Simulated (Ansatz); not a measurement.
# How many bands does the GW gap of SiC (P6_3mc) need?

How do accuracy and time trade against each other in G0W0 on SiC (P6_3mc)?

Program: Ansatz 0.2.0. Level of theory: G0W0 on PBE, plane waves, PAW. Results are calculated unless marked as measured.

Most raw output is cut from this account.

## Step 1: Set-up

Symmetry: P6_3mc, No. 186, hexagonal system. The conventional cell has a = 3.076 Å, b = 3.076 Å, c = 10.071 Å, α = 90.00°, β = 90.00°, γ = 120.00°. Nearest to Si lie 4 C at 1.88 to 1.89 Å. C has 4 Si at 1.88 to 1.89 Å nearest. C has 4 Si at 1.88 to 1.89 Å nearest. Farther neighbours are not listed.

The cell and positions are those that the Materials Project relaxed with its own functionals (PBE, PBE+U or r2SCAN), kept fixed. The default PAW set here is soft_2. Its files were made with PBE.

## Step 2: 87 empty bands, screening to 60 eV

G0W0 replaces the xc potential by the self-energy, built once from these orbitals. Only a window of levels is corrected, while the sums run over the empty bands that the input names.

File input.yaml:

```yaml
crystal:
  lattice:
    - [3.0756941497, 0.0, 0.0]
    - [-1.5378470748, 2.6636292679, 0.0]
    - [0.0, 0.0, 10.07064648]
  atoms:
    - { symbol: Si, position: [0.66666667, 0.33333333, 0.93784198] }
    - { symbol: Si, position: [0.33333333, 0.66666667, 0.43784198] }
    - { symbol: Si, position: [0.0, 0.0, 0.68789438] }
    - { symbol: Si, position: [0.0, 0.0, 0.18789438] }
    - { symbol: C, position: [0.66666667, 0.33333333, 0.74980259] }
    - { symbol: C, position: [0.33333333, 0.66666667, 0.24980259] }
    - { symbol: C, position: [0.0, 0.0, 0.50046005] }
    - { symbol: C, position: [0.0, 0.0, 0.00046005] }
kpoints:
  mp_grid: { grid: [6, 6, 2] }
hamiltonian:
  xc: pbe
scf:
  occupations: { method: fixed }
gw:
  n_empty_bands: 87
  ecut_chi: 60
  qp_bands: [v2, c2]
  qp_kpoints: band_edges
  screening: { model: contour_deformation }
```

Run with:

```bash
$ ansatz run input.yaml --threads 3 --pin off --max-ram 92160MiB --backend cuda --events-out ev --progress --plain --runs-dir out --devices 1 --max-vram 13GiB
```

Run time: 12 s. Hardware: 1 × NVIDIA H100 80GB HBM3 (shared by 6 runs) with 3 threads of AMD EPYC 7R13 (Zen 3), shared host; peak memory 1.1 GiB; 13 s of CPU time.

Numbers from this step:

* bands summed: 103
* RPA ε∞ on this mesh (eigenvalues): 7.118, 7.222, 7.222
* plane waves in the screening matrix: 79
* q-points in the mesh: 72
* G0W0 gap on the mesh: 2.756 eV
* k of the valence top: 0, 0, 0
* k of the conduction bottom: 0, -0.5, 0
* starting gap on the mesh: 2.224 eV
* Z at the valence top: 0.7968
* Z at the conduction bottom: 0.8187
* least direct G0W0 gap on the computed points: 4.026 eV

The gap on the mesh goes from 2.22 eV to 2.76 eV, a correction of +0.53 eV. Between the two edge states, bare exchange in place of the xc potential would open the gap by 6.95 eV, and correlation takes back 6.42 eV.

## Step 3: 246 empty bands, screening to 120 eV

Bands and screening cutoff are moved together, since each hides the error of the other.

Edit input.yaml of step 2 so:

```diff
@@ -21,4 +21,4 @@
 gw:
-  n_empty_bands: 87
-  ecut_chi: 60
+  n_empty_bands: 246
+  ecut_chi: 120
   qp_bands: [v2, c2]
```

Wall time 31 s (1 × NVIDIA H100 80GB HBM3 (shared by 6 runs) with 3 threads); peak memory 1.3 GiB.

This step gave:

| Property | Result |
| --- | --- |
| bands summed | 262 |
| RPA ε∞ on this mesh (eigenvalues) | 6.941, 7.021, 7.021 |
| plane waves in the screening matrix | 251 |
| q-points in the mesh | 72 |
| G0W0 gap on the mesh | 3.009 eV |
| k of the valence top | 0, 0, 0 |
| k of the conduction bottom | 0, -0.5, 0 |
| starting gap on the mesh | 2.224 eV |
| Z at the valence top | 0.7902 |
| Z at the conduction bottom | 0.8154 |
| least direct G0W0 gap on the computed points | 4.234 eV |

Against the run with 6×6×2 mesh, 87 empty bands, screening to 60 eV, the gap moves by +0.25 eV.

## Step 4: 529 empty bands, screening to 200 eV

Edit input.yaml of step 3 so:

```diff
@@ -21,4 +21,4 @@
 gw:
-  n_empty_bands: 246
-  ecut_chi: 120
+  n_empty_bands: 529
+  ecut_chi: 200.0
   qp_bands: [v2, c2]
```

Wall time 61 s (1 × NVIDIA H100 80GB HBM3 (shared by 6 runs) with 3 threads); peak memory 1.9 GiB.

Numbers from this step:

```yaml
bands_summed: 545
rpa_eps_infinity_on_this_mesh_eigenvalues: 6.934, 7.013, 7.013
plane_waves_in_the_screening_matrix: 527
g0w0_gap_on_the_mesh: 3.136 eV
k_of_the_valence_top: 0, 0, 0
k_of_the_conduction_bottom: 0, -0.5, 0
starting_gap_on_the_mesh: 2.224 eV
least_direct_g0w0_gap_on_the_computed_points: 4.340 eV
```

Against the run with 6×6×2 mesh, 246 empty bands, screening to 120 eV, the gap moves by +0.13 eV.

## Step 5: Changing the frequency model: 6×6×2 mesh, 246 empty bands, screening to 120 eV, plasmon pole

A plasmon pole stands in for the full frequency dependence of the screening; this run shows what that costs in accuracy. Bands and cutoff differ from the step before, so it is read against an earlier run that matches them.

Edit input.yaml of step 4 so:

```diff
@@ -21,6 +21,6 @@
 gw:
-  n_empty_bands: 529
-  ecut_chi: 200.0
+  n_empty_bands: 246
+  ecut_chi: 120
   qp_bands: [v2, c2]
   qp_kpoints: band_edges
-  screening: { model: contour_deformation }
+  screening: { model: godby_needs }
```

Wall time 20 s (1 × NVIDIA H100 80GB HBM3 (shared by 6 runs) with 3 threads); peak memory 1.4 GiB; 31 s of CPU time.

Numbers from this step:

* bands summed: 262
* plasmon-pole fit frequency: 23.13 eV
* RPA ε∞ on this mesh (eigenvalues): 6.941, 7.021, 7.021
* plane waves in the screening matrix: 251
* G0W0 gap on the mesh: 2.965 eV
* k of the valence top: 0, 0, 0
* k of the conduction bottom: 0, -0.5, 0
* starting gap on the mesh: 2.224 eV
* least direct G0W0 gap on the computed points: 4.198 eV

Against the run with 6×6×2 mesh, 246 empty bands, screening to 120 eV, the gap moves by −0.04 eV.

## Step 6: Changing the files: 6×6×2 mesh, 246 empty bands, screening to 120 eV, hard PAW files

Other atomic data (hard PAW) test the pseudisation: the cutoff goes from 420 to 820 eV, with the same valence electrons.

Edit input.yaml of step 5 so:

```diff
@@ -18,2 +18,3 @@
   xc: pbe
+  pseudopotentials: { kind: paw, source: ansatz }
 scf:
@@ -25,2 +26,2 @@
   qp_kpoints: band_edges
-  screening: { model: godby_needs }
+  screening: { model: contour_deformation }
```

It took 19 s on 1 × NVIDIA H100 80GB HBM3 (shared by 6 runs) with 3 threads; peak memory 1.5 GiB.

Numbers from this step:

- bands summed: 262
- RPA ε∞ on this mesh (eigenvalues): 6.943, 7.024, 7.024
- plane waves in the screening matrix: 251
- G0W0 gap on the mesh: 3.017 eV
- k of the valence top: 0, 0, 0
- k of the conduction bottom: 0, -0.5, 0
- starting gap on the mesh: 2.224 eV
- least direct G0W0 gap on the computed points: 4.272 eV

Against the run with 6×6×2 mesh, 246 empty bands, screening to 120 eV, the gap moves by +0.009 eV.

## Step 7: The runs together

Times are wall times on 1 × NVIDIA H100 80GB HBM3 (shared by 6 runs) with 3 threads of AMD EPYC 7R13 (Zen 3), shared host, good to a factor of about two.

```
 mesh        files            frequency  bands summed  cutoff (eV)  start (eV)  G0W0 (eV)  time  host memory (GiB)
6×6×2  default PAW  contour deformation           103           60       2.224      2.756  12 s                1.1
6×6×2  default PAW  contour deformation           262          120       2.224      3.009  31 s                1.3
6×6×2  default PAW  contour deformation           545          200       2.224      3.136  61 s                1.9
6×6×2  default PAW         plasmon pole           262          120       2.224      2.965  20 s                1.4
6×6×2     hard PAW  contour deformation           262          120       2.224      3.017  19 s                1.5
```

How the two edges are built up, in eV (the quasiparticle level is the starting level plus Σx plus Σc less Vxc):

```
      run               edge  start      Σx     Σc     Vxc     Z     QP
103 bands        valence top   9.59  -18.36   2.67  -15.77  0.80   9.67
103 bands  conduction bottom  11.82   -7.43  -3.75  -11.79  0.82  12.42
262 bands        valence top   9.59  -18.36   2.12  -15.77  0.79   9.12
262 bands  conduction bottom  11.82   -7.43  -4.05  -11.79  0.82  12.13
545 bands        valence top   9.59  -18.36   1.86  -15.77  0.79   8.87
545 bands  conduction bottom  11.82   -7.43  -4.17  -11.79  0.81  12.00
```

## Step 8: Results

```yaml
103_bands_60_ev: 2.756 eV
262_bands_120_ev: 3.009 eV
545_bands_200_ev: 3.136 eV
estimated_limit_in_bands_and_cutoff: 3.25 eV
mesh_and_start: 6×6×2, PBE
```

A line in one over the bands through the two highest rungs gives 3.25 eV, +0.12 eV from the top rung; the pair below gives 3.17 eV, so the estimate is still climbing. The rungs stand 0.50 eV (103 bands), 0.24 eV (262 bands) and 0.12 eV (545 bands) from it. From 103 to 545 bands the gap moves by +0.38 eV while the time grows 5.1-fold. Σc changes by −0.80 eV at the valence top and −0.42 eV at the conduction bottom, so both edges matter. The plasmon-pole model gives −0.04 eV against contour deformation, 6 % of the correction. Hard PAW files move the gap by +0.01 eV at equal bands and cutoff, −0.0004 eV of it in the start.

[Paths, hosts, dates, memory and timing lines, banners, echoed tables and standing remarks are left out of the program output.]

[Logs are printed without paths, hosts, clocks, repeated set-up lines and the standing remarks that a program may print on its own settings, such as how far it seeks lower states.]

[Runs of the session that timed out or met a known fault of the program may be left out.]

[Cells called generated may have been cut or substituted from an entry of the Crystallography Open Database or the Materials Project.]

[Hosts, paths, dates, database ids (printed as entryN), source tags and the programs' standing remarks are cut or masked in the printed files.]
